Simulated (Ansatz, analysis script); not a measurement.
# Energy of spin spirals in CrB2, part 2 of 2

Aim: the energy of CrB2 as its moments wind into spirals of wavevector q.

Ansatz 0.2.0; PBEsol, PAW set soft_1 (files made for PBE).

So far, energy a cell from q = 0 (meV): step 5 (q = (0, 0, 0.333)) 20.1.

## (6) q = (0, 0, 0.5)

Level of this step: Ansatz DFT, spin spiral by the generalised Bloch theorem, no spin-orbit coupling; PBEsol, PAW set soft_1; PAW set soft_1 (Ansatz).

input.yaml

```yaml
crystal:
  lattice:
    - [2.97, 0.0, 0.0]
    - [-1.485, 2.5720954492, 0.0]
    - [0.0, 0.0, 3.07]
  atoms:
    - { symbol: Cr, position: [0.0, 0.0, 0.0], spin: 1.01, spin_axis: [1.0, 0.0, 0.0] }
    - { symbol: B, position: [0.3333333333, 0.6666666667, 0.5] }
    - { symbol: B, position: [0.6666666667, 0.3333333333, 0.5] }
kpoints:
  mp_grid: { grid: [12, 12, 12] }
hamiltonian:
  xc: pbesol
  pseudopotentials: { kind: paw, azcp: { folder: soft_1 }, xc_functional: pbe }
scf:
  occupations: { method: fermi_dirac, width: 0.05 }
  max_iter: 120
  convergence: { dr2_threshold: 1.0e-08 }
  lower_state_search: "off"
basis:
  ecutwfc: 420.0
magnetization:
  noncollinear: true
  spin_spiral: { q: [0.0, 0.0, 0.5] }
checkpoint:
  read: start
```

Run with:

```bash
$ ansatz run input.yaml --threads 1 --pin off --max-ram 2560MiB --backend cpu --events-out ev --progress --plain --runs-dir out
```

Numbers of over 12 decimals in the logs are rounded to 6 here.

The program printed:

```text
[...]
Crystal: 3 atoms, lattice volume = 23.452 Å³
Basis set: ecut = 420 eV, 443 PW (Γ)
Bands: 28, of which v1, the nominal top of the filled ones, is band 20 counted from 1 (19 counted from 0)
Symmetry: 12 space group operations
k-points: 133 of 1728
[...]
site 0: m = (+1.1756, +0.0000, +0.0000) μB, |m| = 1.1756 μB  (R = 0.95 Å)
  site 1: m = (-0.0000, +0.0000, +0.0000) μB, |m| = 0.0000 μB  (R = 0.71 Å)
  site 2: m = (-0.0000, +0.0000, +0.0000) μB, |m| = 0.0000 μB  (R = 0.71 Å)
Free energy (F): -3655.586317 eV
[...]
Internal energy: -3655.559588 eV  (E = F + TS)
E sigma→0 (E₀):  -3655.572953 eV
Entropy (-TS):   -0.026729 eV (-8.910 meV/atom)
Fermi energy:    16.407177 eV
[...]
[key lines of the parts left out:]
SCF converged after 11 iterations
Magnetization: |M| = 1.1338 μB,  M = (+1.1338, +0.0000, +0.0000) μB
```

Wall time 73 s (1 thread of Intel Xeon at 2.50GHz (Skylake/Cascade Lake), shared host); peak memory 0.45 GiB.

The energy of the cell lies 27.0 meV above that at q = 0, and the largest moment is 1.18 μB against 1.01 μB.

## (7) q = (0.333, 0, 0.5)

input.yaml, as its differences from that of step 6:

```diff
@@ -23,3 +23,3 @@
   noncollinear: true
-  spin_spiral: { q: [0.0, 0.0, 0.5] }
+  spin_spiral: { q: [0.33333333, 0.0, 0.5] }
 checkpoint:
```

The program printed:

```text
[...]
Crystal: 3 atoms, lattice volume = 23.452 Å³
Basis set: ecut = 420 eV, 443 PW (Γ)
Bands: 28, of which v1, the nominal top of the filled ones, is band 20 counted from 1 (19 counted from 0)
Symmetry: 2 space group operations
k-points: 476 of 1728
[...]
site 0: m = (+1.1814, +0.0000, +0.0000) μB, |m| = 1.1814 μB  (R = 0.95 Å)
  site 1: m = (+0.0000, -0.0000, +0.0000) μB, |m| = 0.0000 μB  (R = 0.71 Å)
  site 2: m = (+0.0000, +0.0000, +0.0000) μB, |m| = 0.0000 μB  (R = 0.71 Å)
Free energy (F): -3655.608007 eV
[...]
Internal energy: -3655.588684 eV  (E = F + TS)
E sigma→0 (E₀):  -3655.598346 eV
Entropy (-TS):   -0.019322 eV (-6.441 meV/atom)
Fermi energy:    16.461686 eV
[...]
[key lines of the parts left out:]
SCF converged after 13 iterations
Magnetization: |M| = 1.1000 μB,  M = (+1.1000, +0.0000, +0.0000) μB
```

Run time: 4.3 min. Hardware: 1 thread; peak memory 0.84 GiB.

The energy of the cell lies 5.36 meV above that at q = 0, and the largest moment is 1.18 μB against 1.01 μB.

## (8) q = (0.5, 0, 0.5)

input.yaml, as its differences from that of step 7:

```diff
@@ -23,3 +23,3 @@
   noncollinear: true
-  spin_spiral: { q: [0.33333333, 0.0, 0.5] }
+  spin_spiral: { q: [0.5, 0.0, 0.5] }
 checkpoint:
```

The program printed:

```text
[...]
Crystal: 3 atoms, lattice volume = 23.452 Å³
Basis set: ecut = 420 eV, 443 PW (Γ)
Bands: 28, of which v1, the nominal top of the filled ones, is band 20 counted from 1 (19 counted from 0)
Symmetry: 2 space group operations
k-points: 476 of 1728
[...]
site 0: m = (+1.2163, -0.0000, +0.0000) μB, |m| = 1.2163 μB  (R = 0.95 Å)
  site 1: m = (-0.0000, -0.0000, +0.0000) μB, |m| = 0.0000 μB  (R = 0.71 Å)
  site 2: m = (-0.0000, +0.0000, +0.0000) μB, |m| = 0.0000 μB  (R = 0.71 Å)
Free energy (F): -3655.600825 eV
[...]
Internal energy: -3655.582823 eV  (E = F + TS)
E sigma→0 (E₀):  -3655.591824 eV
Entropy (-TS):   -0.018002 eV (-6.001 meV/atom)
Fermi energy:    16.511935 eV
[...]
[key lines of the parts left out:]
SCF converged after 13 iterations
Magnetization: |M| = 1.0936 μB,  M = (+1.0936, -0.0000, +0.0000) μB
```

The job ended after 5.4 min (1 thread; peak memory 0.85 GiB).

The energy of the cell lies 12.5 meV above that at q = 0, and the largest moment is 1.22 μB against 1.01 μB.

4 more runs differ from these in the same keys alone and are tabled below.

## (9) E(q)

```
q (reciprocal lattice)  path length (1/Å)  E(q) − E(0) (meV a magnetic atom)  |m| Cr no. 1 (μB)
             (0, 0, 0)              0.000                               0.00               1.01
         (0.333, 0, 0)              0.814                             -32.84               1.13
           (0.5, 0, 0)              1.221                             -37.65               1.16
     (0.333, 0.333, 0)              1.927                             -44.17               1.18
     (0.167, 0.167, 0)              2.632                             -27.75               1.14
             (0, 0, 0)              3.337                               0.00               1.01
         (0, 0, 0.333)              4.019                              20.15               1.05
           (0, 0, 0.5)              4.360                              27.05               1.18
       (0.333, 0, 0.5)              5.175                               5.36               1.18
         (0.5, 0, 0.5)              5.582                              12.54               1.22
```

## (10) Results

```json
{
  "lowest point of the path": "q = (0.333, 0.333, 0), -44.2 meV a magnetic atom from q = 0",
  "highest point": "27.0 meV a magnetic atom"
}
```

The state at q = (0.333, 0.333, 0) lies 44.2 meV a magnetic atom below the ferromagnetic start, so that start is not the lowest state. The moments change by at most 21 % from their size at q = 0, so they are itinerant and a model of rigid spins is rough. No spin model is given, since a fit of a few shells misses single points by over 4 % of their range. The 9 spiral runs took 22 min of wall time, added up. Energies are free energies at a smearing of 0.05 eV, and with partly filled levels differences shift, at times strongly, as the smearing goes to zero. In doubt: the program's search for lower states was switched off, so a lower magnetic state than those reached may exist.

[Logs and program files are shortened in this print: banners, set-up blocks, solver, clock and traceback lines can be left out without a mark of their own.]

[Logs are printed without paths, hosts, clocks, repeated set-up lines and the standing remarks that a program may print on its own settings, such as how far it seeks lower states.]

[Hosts, paths, dates, database ids (printed as entryN), source tags and the programs' standing remarks are cut or masked in the printed files.]
